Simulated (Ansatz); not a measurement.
# What W2CF2 monolayer distorts into, part 2 of 2

Wanted: the energy along a soft mode of W2CF2 monolayer and the structure at the end.

Ansatz 0.2.0; DFT PBE, scalar-relativistic, plane waves, PAW; PAW set soft_1.

So far, highest frequency on the path or at a solved wavevector (cm⁻¹): step 2 (the dispersion) 695. Also lowest frequency on the path (cm⁻¹): step 2 -169.

**6. Relaxation from the frozen mode**

Starting from the lowest point found, all atoms and the cell are let go, so that strain and other modes of the same symmetry can join in.

Contents of input.yaml:

```yaml
crystal:
  lattice:
    - [2.8473259017, 0.0, 0.0]
    - [0.0, 4.9317131275, 0.0]
    - [0.0, 0.0, 35.6515995878]
  atoms:
    - { symbol: C, position: [0.5, 0.4971089107, 0.2805038981] }
    - { symbol: C, position: [0.0, 0.0028910893, 0.2804807487] }
    - { symbol: W, position: [0.0, 0.336385614, 0.3217493471] }
    - { symbol: W, position: [0.5, 0.8302810527, 0.3173416325] }
    - { symbol: W, position: [0.5, 0.163614386, 0.2392352997] }
    - { symbol: W, position: [1.0, 0.6697189473, 0.2436430143] }
    - { symbol: F, position: [0.5, 0.180276398, 0.3638575197] }
    - { symbol: F, position: [1.0, 0.6530569353, 0.363937245] }
    - { symbol: F, position: [0.0, 0.319723602, 0.1971271271] }
    - { symbol: F, position: [0.5, 0.8469430647, 0.1970474018] }
  periodic: [true, true, false]
kpoints:
  mp_grid: { grid: [12, 8, 1] }
hamiltonian:
  xc: pbe
  pseudopotentials: { kind: paw, azcp: { folder: soft_1 } }
scf:
  occupations: { method: methfessel_paxton, width: 0.2 }
output:
  forces: true
  stress: true
  eigenvalues: true
  write_density: true
  write_potential: true
  elf: true
  volumetric_format: npy
relax:
  adjacent_minimum: "off"
  f_tol: 0.002
  max_steps: 120
  cell: { stress_2d_tol: 0.005 }
```

Started as:

```
$ ansatz run input.yaml --threads 4 --pin off --max-ram 16384MiB --backend cpu --events-out ev --progress --plain --runs-dir out
```

Numbers of over 12 decimals in the logs are rounded to 6 here.

Output:

```text
[...]
Crystal: 10 atoms, lattice volume = 500.627 Å³
Basis set: ecut = 420 eV, 9847 PW (Γ), exchange–correlation on 40×72×480 points (8 copies of the dense FFT grid, shifted against one another)
Bands: 56, of which v1, the nominal top of the filled ones, is band 46 counted from 1 (45 counted from 0)
Symmetry: 4 space group operations
[...]
k-points: 35 of 96
[...]
SCF iter   1: F=—  HF=-45281.591729 eV  |F-HF|=—  |Δ(HF+E_count)|=         —  Δρ=6.16e-2  dr2=2.91e1  ethr=3.10e-3  ⟨swp⟩=11.4  Hψ=13071  notcnv=0
[...]
SCF iter  10: F=-45274.729315 eV  HF=-45274.729315 eV  |F-HF|=1.03e-7  |Δ(HF+E_count)|=   1.72e-7  S|Δr|=    0.00e0  Δρ=8.83e-7  dr2=2.41e-9  ethr=1.09e-10  ⟨swp⟩=15.3  Hψ=20269  notcnv=0
SCF 1 converged in 10 iterations: F = -45274.729315 eV  dr2 = 2.41e-9
[...]
relax step   1: F+E_penalty+E_count = -45274.72931482 eV  Δ(F+E_penalty+E_count) = +0.000e0 eV  max|allowed force component| = 4.973e-1 eV/Å  Δτ_max = 0.0000 Å  P = +0.882 N/m  Ω = 500.627 Å³  fix = [c, alpha, beta]  reactions: c +0.000 N/m; alpha +0.000 N/m/rad  (10 SCF iters, dr2 threshold 1.00e-7 eV, accepted)
[... from here on, the SCF cycles and remarks between the steps are left out ...]
relax step   2: F+E_penalty+E_count = -45274.81532204 eV  Δ(F+E_penalty+E_count) = -8.601e-2 eV  max|allowed force component| = 3.521e-1 eV/Å  Δτ_max = 0.0549 Å  P = -0.102 N/m  Ω = 500.696 Å³  energy of the carried Pulay correction = -3.403e-5 eV  fix = [c, alpha, beta]  reactions: c +0.000 N/m; alpha +0.000 N/m/rad  (6 SCF iters, dr2 threshold 1.00e-6 eV, accepted)
relax step   3: F+E_penalty+E_count = -45274.86177984 eV  Δ(F+E_penalty+E_count) = -4.646e-2 eV  max|allowed force component| = 3.219e-1 eV/Å  Δτ_max = 0.0695 Å  P = -0.545 N/m  Ω = 499.868 Å³  energy of the carried Pulay correction = +3.724e-4 eV  fix = [c, alpha, beta]  reactions: c +0.000 N/m; alpha +0.000 N/m/rad  (6 SCF iters, dr2 threshold 1.00e-6 eV, accepted)
relax step   4: F+E_penalty+E_count = -45274.92303725 eV  Δ(F+E_penalty+E_count) = -6.126e-2 eV  max|allowed force component| = 2.394e-1 eV/Å  Δτ_max = 0.1073 Å  P = -0.256 N/m  Ω = 498.702 Å³  energy of the carried Pulay correction = +9.458e-4 eV  fix = [c, alpha, beta]  reactions: c -0.000 N/m; alpha +0.000 N/m/rad  (6 SCF iters, dr2 threshold 1.00e-6 eV, accepted)
relax step   5: F+E_penalty+E_count = -45274.98452258 eV  Δ(F+E_penalty+E_count) = -6.149e-2 eV  max|allowed force component| = 5.212e-1 eV/Å  Δτ_max = 0.1954 Å  P = +1.849 N/m  Ω = 497.136 Å³  energy of the carried Pulay correction = +1.717e-3 eV  fix = [c, alpha, beta]  reactions: c +0.000 N/m; alpha +0.000 N/m/rad  (6 SCF iters, dr2 threshold 1.00e-6 eV, accepted)
relax step   6: F+E_penalty+E_count = -45275.00480972 eV  Δ(F+E_penalty+E_count) = -2.029e-2 eV  max|allowed force component| = 2.132e-1 eV/Å  Δτ_max = 0.0267 Å  P = -0.041 N/m  Ω = 501.454 Å³  energy of the carried Pulay correction = -4.051e-4 eV  fix = [c, alpha, beta]  reactions: c +0.000 N/m; alpha +0.000 N/m/rad  (6 SCF iters, dr2 threshold 1.00e-6 eV, accepted)
relax step   7: F+E_penalty+E_count = -45275.00971996 eV  Δ(F+E_penalty+E_count) = -4.910e-3 eV  max|allowed force component| = 2.047e-1 eV/Å  Δτ_max = 0.0711 Å  P = -0.370 N/m  Ω = 504.904 Å³  energy of the carried Pulay correction = -2.089e-3 eV  fix = [c, alpha, beta]  reactions: c +0.000 N/m; alpha -0.000 N/m/rad  (6 SCF iters, dr2 threshold 1.00e-6 eV, accepted)
relax step   8: F+E_penalty+E_count = -45275.03818453 eV  Δ(F+E_penalty+E_count) = -2.846e-2 eV  max|allowed force component| = 2.184e-1 eV/Å  Δτ_max = 0.0500 Å  P = +0.622 N/m  Ω = 505.810 Å³  energy of the carried Pulay correction = -2.528e-3 eV  fix = [c, alpha, beta]  reactions: c +0.000 N/m; alpha +0.000 N/m/rad  (6 SCF iters, dr2 threshold 1.00e-6 eV, accepted)
relax step   9: F+E_penalty+E_count = -45275.19988964 eV  Δ(F+E_penalty+E_count) = -1.617e-1 eV  max|allowed force component| = 7.030e-1 eV/Å  Δτ_max = 0.1945 Å  P = +8.100 N/m  Ω = 519.884 Å³  energy of the carried Pulay correction = -9.264e-3 eV  fix = [c, alpha, beta]  reactions: c +0.000 N/m; alpha +0.000 N/m/rad  (7 SCF iters, dr2 threshold 1.00e-6 eV, accepted)
relax step  10: F+E_penalty+E_count = -45275.67176057 eV  Δ(F+E_penalty+E_count) = -4.719e-1 eV  max|allowed force component| = 2.050e0 eV/Å  Δτ_max = 0.1984 Å  P = +8.380 N/m  Ω = 546.535 Å³  energy of the carried Pulay correction = -2.153e-2 eV  fix = [c, alpha, beta]  reactions: c +0.000 N/m; alpha +0.000 N/m/rad  (8 SCF iters, dr2 threshold 1.00e-6 eV, accepted)
relax step  11: F+E_penalty+E_count = -45276.20416721 eV  Δ(F+E_penalty+E_count) = -5.324e-1 eV  max|allowed force component| = 7.688e-1 eV/Å  Δτ_max = 0.1954 Å  P = -1.402 N/m  Ω = 581.414 Å³  energy of the carried Pulay correction = -3.666e-2 eV  fix = [c, alpha, beta]  reactions: c -0.000 N/m; alpha -0.000 N/m/rad  (9 SCF iters, dr2 threshold 1.00e-6 eV, accepted)
[...]
relax step  31: F+E_penalty+E_count = -45276.50828280 eV  Δ(F+E_penalty+E_count) = +4.306e-5 eV  max|allowed force component| = 5.247e-3 eV/Å  Δτ_max = 0.0013 Å  P = +0.016 N/m  Ω = 586.746 Å³  energy of the carried Pulay correction = -1.566e-4 eV  fix = [c, alpha, beta]  reactions: c -0.000 N/m; alpha +0.000 N/m/rad  (5 SCF iters, dr2 threshold 3.36e-8 eV, accepted)
relax step  32: F+E_penalty+E_count = -45276.50812253 eV  Δ(F+E_penalty+E_count) = +1.603e-4 eV  max|allowed force component| = 1.155e-2 eV/Å  Δτ_max = 0.0070 Å  P = +0.021 N/m  Ω = 587.172 Å³  energy of the carried Pulay correction = -3.481e-4 eV  fix = [c, alpha, beta]  reactions: c +0.000 N/m; alpha +0.000 N/m/rad  (6 SCF iters, dr2 threshold 4.41e-9 eV, accepted)
relax step  33: F+E_penalty+E_count = -45276.50817447 eV  Δ(F+E_penalty+E_count) = -5.194e-5 eV  max|allowed force component| = 3.116e-3 eV/Å  Δτ_max = 0.0024 Å  P = +0.002 N/m  Ω = 587.122 Å³  energy of the carried Pulay correction = -3.267e-4 eV  fix = [c, alpha, beta]  reactions: c -0.000 N/m; alpha -0.000 N/m/rad  (6 SCF iters, dr2 threshold 8.33e-9 eV, accepted)
relax step  34: F+E_penalty+E_count = -45276.50818693 eV  Δ(F+E_penalty+E_count) = -1.246e-5 eV  max|allowed force component| = 1.091e-3 eV/Å  Δτ_max = 0.0006 Å  P = -0.004 N/m  Ω = 587.100 Å³  energy of the carried Pulay correction = -3.165e-4 eV  fix = [c, alpha, beta]  reactions: c -0.000 N/m; alpha -0.000 N/m/rad  (6 SCF iters, dr2 threshold 6.07e-10 eV, accepted)
relax step  35: F+E_penalty+E_count = -45276.50818690 eV  Δ(F+E_penalty+E_count) = +3.093e-8 eV  max|allowed force component| = 6.757e-4 eV/Å  Δτ_max = 0.0004 Å  P = +0.002 N/m  Ω = 587.100 Å³  energy of the carried Pulay correction = -3.169e-4 eV  fix = [c, alpha, beta]  reactions: c -0.000 N/m; alpha +0.000 N/m/rad  (6 SCF iters, dr2 threshold 2.60e-11 eV, accepted)
relax step  36: F+E_penalty+E_count = -45276.50852799 eV  Δ(F+E_penalty+E_count) = -3.411e-4 eV  max|allowed force component| = 6.499e-4 eV/Å  Δτ_max = 0.0000 Å  P = +0.004 N/m  Ω = 587.100 Å³  fix = [c, alpha, beta]  reactions: c +0.000 N/m; alpha +0.000 N/m/rad  stress off target by 8.26e-3 N/m on what of the cell is left free  SCF on the basis re-selected at this cell (its energy is not comparable with the rows above)  (7 SCF iters)
relax step  37: F+E_penalty+E_count = -45276.50851592 eV  Δ(F+E_penalty+E_count) = +1.207e-5 eV  max|allowed force component| = 3.950e-4 eV/Å  Δτ_max = 0.0003 Å  P = +0.001 N/m  Ω = 587.128 Å³  energy of the carried Pulay correction = -1.247e-5 eV  fix = [c, alpha, beta]  reactions: c -0.000 N/m; alpha +0.000 N/m/rad  (6 SCF iters, dr2 threshold 6.71e-11 eV, accepted)
relax step  38: F+E_penalty+E_count = -45276.50852878 eV  Δ(F+E_penalty+E_count) = -1.286e-5 eV  max|allowed force component| = 3.958e-4 eV/Å  Δτ_max = 0.0000 Å  P = +0.001 N/m  Ω = 587.128 Å³  fix = [c, alpha, beta]  reactions: c +0.000 N/m; alpha +0.000 N/m/rad  stress off target by 1.44e-3 N/m on what of the cell is left free  SCF on the basis re-selected at this cell (its energy is not comparable with the rows above)  (7 SCF iters)
[...]
WARN: The output density's exchange-correlation potential varies sharply where the density is thin. Do not read a vacuum level from v_tot or v_xc, or from such a field of the output density. On a cell that repeats whose density bears no net charge and no dipole along the vacuum's axis use v_es (v_loc + v_h of the components); under efield.dipole_correction with no amplitude use v_es + v_field, which holds any externa [...]
SCF converged after 7 iterations
[...]
Free energy (F): -45276.508529 eV
[...]
Internal energy: -45276.521001 eV  (E = F + TS)
E sigma→0 (E₀):  -45276.511647 eV
Entropy (-TS):   0.012472 eV (1.247 meV/atom)
Fermi energy:    -5.327651 eV
[...]
--- Forces (eV/Å), atoms counted from 1 ---
  atom   1  C      0.00000000     0.00024736     0.00000497
  atom   2  C      0.00000000    -0.00024736    -0.00000497
  atom   3  W      0.00000000    -0.00007784    -0.00004156
  atom   4  W      0.00000000     0.00020121    -0.00039580
  atom   5  W      0.00000000     0.00007784     0.00004156
  atom   6  W      0.00000000    -0.00020121     0.00039580
  atom   7  F      0.00000000     0.00001985     0.00006290
  atom   8  F      0.00000000    -0.00010886     0.00012647
  atom   9  F      0.00000000    -0.00001985    -0.00006290
  atom  10  F      0.00000000     0.00010886    -0.00012647
  max |Σ_I F_I| component: 4.07e-20 eV/Å
--- 2D stress c σ (N/m, compression-positive) ---
       -0.000157       0.000000       0.000000
        0.000000       0.001435      -0.000000
        0.000000      -0.000000       0.000000
  P = ½ c Tr σ = 0.0006 N/m
--- Band table (eV; the first three rows and the last of 35) ---
  k-point 0: bands = [... 42 lower, -6.9963, -6.4967, -6.4477, -6.4394, -5.6932, -5.6639, -4.4458, -3.9039, ... 6 higher]
  k-point 1: bands = [... 42 lower, -7.0342, -6.4671, -6.4427, -6.3217, -6.0846, -5.1562, -4.6155, -4.0870, ... 6 higher]
  k-point 2: bands = [... 42 lower, -7.1742, -6.4902, -6.4370, -6.3449, -5.7860, -4.9556, -4.8006, -4.3884, ... 6 higher]
  k-point 34: bands = [... 42 lower, -6.1788, -6.1788, -5.1022, -5.1022, -4.1507, -4.1507, -3.0654, -3.0654, ... 6 higher]
--- Relaxed structure (34 steps of the walk, 31 accepted, 4 SCFs on fresh bases) ---
  F+E_penalty+E_count = -45276.50852878 eV   max|allowed force component| = 3.958e-4 eV/Å   (the final SCF, on the basis selected at the relaxed cell)
  cell:  # Å, volume = 587.1280 Å³
    - [2.837095, 0.0, 0.0]
    - [0.0, 5.804702, 0]
    - [0.0, 0, 35.6515995878]
  atoms:
    - { symbol: C, position: [0.5, 0.468413, 0.288760] }
    - { symbol: C, position: [0, 0.031587, 0.272225] }
    - { symbol: W, position: [0, 0.269440, 0.319138] }
    - { symbol: W, position: [0.5, 0.854550, 0.306911] }
    - { symbol: W, position: [0.5, 0.230560, 0.241847] }
    - { symbol: W, position: [1.0, 0.645450, 0.254074] }
    - { symbol: F, position: [0.5, 0.295992, 0.362632] }
    - { symbol: F, position: [1.0, 0.711045, 0.347413] }
    - { symbol: F, position: [0, 0.204008, 0.198352] }
    - { symbol: F, position: [0.5, 0.788955, 0.213572] }
```

Elapsed: 30 min, on 4 threads of Arm Neoverse N1, shared host; peak memory 1.7 GiB; 2 h of CPU time.

Relaxation path (22 of 38):

| step | energy less that of the first step (eV) | largest force component (eV/Å) | volume (Å³) |
| --- | --- | --- | --- |
| 1 | 0.0000 | 0.4973 | 500.63 |
| 3 | -0.1325 | 0.3219 | 499.87 |
| 5 | -0.2552 | 0.5212 | 497.14 |
| 6 | -0.2755 | 0.2132 | 501.45 |
| 8 | -0.3089 | 0.2184 | 505.81 |
| 10 | -0.9424 | 2.0502 | 546.54 |
| 12 | -0.8545 | 2.4425 | 558.52 |
| 13 | -1.5340 | 0.4355 | 574.27 |
| 15 | -1.5594 | 0.1131 | 574.64 |
| 17 | -1.5622 | 0.0401 | 576.06 |
| 19 | -1.5628 | 0.0086 | 575.84 |
| 20 | -1.5628 | 0.0079 | 575.78 |
| 22* | -1.7384 | 0.0083 | 575.83 |
| 24 | -1.7684 | 0.1442 | 587.17 |
| 26 | -1.7712 | 0.0835 | 584.94 |
| 27 | -1.7720 | 0.0115 | 586.38 |
| 29 | -1.7721 | 0.0014 | 586.39 |
| 31 | -1.7790 | 0.0052 | 586.75 |
| 33 | -1.7789 | 0.0031 | 587.12 |
| 34 | -1.7789 | 0.0011 | 587.10 |
| 36* | -1.7792 | 0.0006 | 587.10 |
| 38* | -1.7792 | 0.0004 | 587.13 |

Relaxation steps marked * repeat the geometry before them on a plane-wave basis chosen anew for their cell, so energy and pressure can jump there. Other such steps can lie between the rows shown. Relaxation steps 12, 14, 26 were tried and not accepted.

Forces are held to the 4 operations that the run works with; a distortion that breaks them can't arise in this run.

| cell as run | before | after | change |
| --- | --- | --- | --- |
| a (Å) | 2.847 | 2.837 | -0.4 % |
| b (Å) | 4.932 | 5.805 | +17.7 % |

The atoms that moved most (Å, along periodic axes as changes of fractional coordinates times the final cell, across vacuum about the mean position):

| atom | dx | dy | dz | length |
| --- | --- | --- | --- | --- |
| F10 | 0.000 | -0.337 | 0.589 | 0.679 |
| F8 | 0.000 | 0.337 | -0.589 | 0.679 |
| F7 | 0.000 | 0.672 | -0.044 | 0.673 |
| F9 | 0.000 | -0.672 | 0.044 | 0.673 |
| W5 | 0.000 | 0.389 | 0.093 | 0.400 |
| W3 | 0.000 | -0.389 | -0.093 | 0.400 |
| W4 | 0.000 | 0.141 | -0.372 | 0.398 |
| W6 | 0.000 | -0.141 | 0.372 | 0.398 |

Final coordinates:

```cif
data_structure
_symmetry_space_group_name_H-M 'P 1'
_symmetry_Int_Tables_number 1
_cell_length_a 2.8371
_cell_length_b 5.8047
_cell_length_c 35.6516
_cell_angle_alpha 90.000
_cell_angle_beta 90.000
_cell_angle_gamma 90.000
_cell_volume 587.13
loop_
_atom_site_label
_atom_site_type_symbol
_atom_site_fract_x
_atom_site_fract_y
_atom_site_fract_z
_atom_site_occupancy
C1 C 0.50000 0.46841 0.28876 1
C2 C 0.00000 0.03159 0.27222 1
W3 W 0.00000 0.26944 0.31914 1
W4 W 0.50000 0.85455 0.30691 1
W5 W 0.50000 0.23056 0.24185 1
W6 W 0.00000 0.64545 0.25407 1
F7 F 0.50000 0.29599 0.36263 1
F8 F 0.00000 0.71104 0.34741 1
F9 F 0.00000 0.20401 0.19835 1
F10 F 0.50000 0.78896 0.21357 1
```

This step gave:

```yaml
area_per_atom: 1.647 Å²
```

Electrostatic potential energy in the bc plane at fractional x = 0.000, with atoms of C and W and F within 0.2 Å of it. With pseudopotentials it is smooth inside the atoms' cores, unlike the true potential.

Ten even steps from '0' (-38 eV) to '9' (0 eV), each cell a mean:
```
9999999999999999
9999999999999999
9999999999999999
9999999999999999
9999999999999999
9999999999999999
9999999999999999
9999999999999999
9999999999999999
9999999999999999
9999999999999999
9999999999999999
9999999999999999
9999999999999999
9999999999999999
9865456898312699
7620001688877777
0157788731012673
9865688864345789
9843489999999999
9999999999999999
9999999999999999
9999999999999999
9999999999999999
```
Columns run along b (5.8 Å; values clipped at the 3rd and 97th percentile), rows up along c (35.7 Å). Atoms in or near the plane, at fractional coordinates: C at (0.03, 0.27), W at (0.27, 0.32), W at (0.65, 0.25), F at (0.71, 0.35), F at (0.20, 0.20).

ELF in the bc plane at fractional x = 0.000, with atoms of C and W and F within 0.2 Å of it. It is the smooth field of the valence electrons, not physical close to the nuclei.

Ten even steps from '0' (0.00) to '9' (0.76), each cell a mean:
```
0000000000000000
0000000000000000
0000000000000000
0000000000000000
0000000000000000
0000000000000000
0000000000000000
0000000000000000
0000000000000000
0000000000000000
0000000000000000
0000000000000000
0000000000000000
0000000000000000
0000000000122100
2223331017999831
6556566211344435
5686433246465378
3455544334442112
3798973000000000
0000000000000000
0000000000000000
0000000000000000
0000000000000000
```
Columns run along b (5.8 Å), rows up along c (35.7 Å). Atoms in or near the plane, at fractional coordinates: C at (0.03, 0.27), W at (0.27, 0.32), W at (0.65, 0.25), F at (0.71, 0.35), F at (0.20, 0.20).

Valence density in the bc plane at fractional x = 0.000, with atoms of C and W and F within 0.2 Å of it. It is the smooth field of the valence electrons, not physical close to the nuclei.

Ten steps, logarithmic in the rise over the least value, from '_' (0.00 × 1e0 e/Å³) to '@' (6.53 × 1e0 e/Å³), each cell a mean:
```
________________________________
________________________________
________________________________
________________________________
________________________________
________________________________
________________________________
________________________________
________________________________
________________________________
________________________________
________________________________
________________________________
________________________________
______________________..________
..::--++**++--..::==%%@@@@++::..
==++**%%@@%%##==::::--======--==
****++==------==**%%%%%%**==++**
::--++##**==----==**##**++::::::
..==%%@@%%++::__________________
________________________________
________________________________
________________________________
________________________________
```
Columns run along b (5.8 Å), rows up along c (35.7 Å). Atoms in or near the plane, at fractional coordinates: C at (0.03, 0.27), W at (0.27, 0.32), W at (0.65, 0.25), F at (0.71, 0.35), F at (0.20, 0.20).

The distorted start has space group P2_1/m; the relaxation ends in P2_1/m.

**7. Summary of results**

```
unstable mode of the parent                                                      : q = (0, -0.5, 0), 169i cm⁻¹
depth at the lowest point sampled                                                : 12.7 meV/atom
largest atomic shift at that point                                               : 0.08 Å
space group reached (within 0.01 Å)                                              : P2_1/m
energy gained over the parent (first relaxation, on the mesh of the frozen mode) : 191 meV/atom
area per atom, phase reached                                                     : 1.65 Å²
```

From this start the structure relaxes into P2_1/m, 191 meV/atom below the parent. At the parent's cell the well is 12.74 meV/atom deep on the steps tried, with its lowest point at a shift of 0.08 Å. Relaxing atoms and cell changes the gain by +178.05 meV/atom against the lowest step (energies at zero smearing). Most of the total comes from this relaxation. The frozen pattern makes up only 12 % of the final shifts of the atoms, so other modes or strain give most of the change. The modes of the phase reached were not computed on this path. Of the 2 patterns followed to their end from this parent, this one reaches the lowest energy. Each path keeps the symmetry of its pattern, so a lower phase may lie along a pattern not tried. With no gap, or one that is small against the smearing, the frequencies hang on the k mesh and the smearing, most of all near Kohn anomalies. In a sheet or slab the interpolated bending branch near Γ is rough, since the rotational sum rule isn't imposed. Spin-orbit coupling is left out, which can matter for the heavy elements here. The starting cell was built on a prototype and not taken from a measurement.

[Logs are printed without paths, hosts, clocks, repeated set-up lines and the standing remarks that a program may print on its own settings, such as how far it seeks lower states.]

[Hosts, paths, dates, database ids (printed as entryN), source tags and the programs' standing remarks are cut or masked in the printed files.]
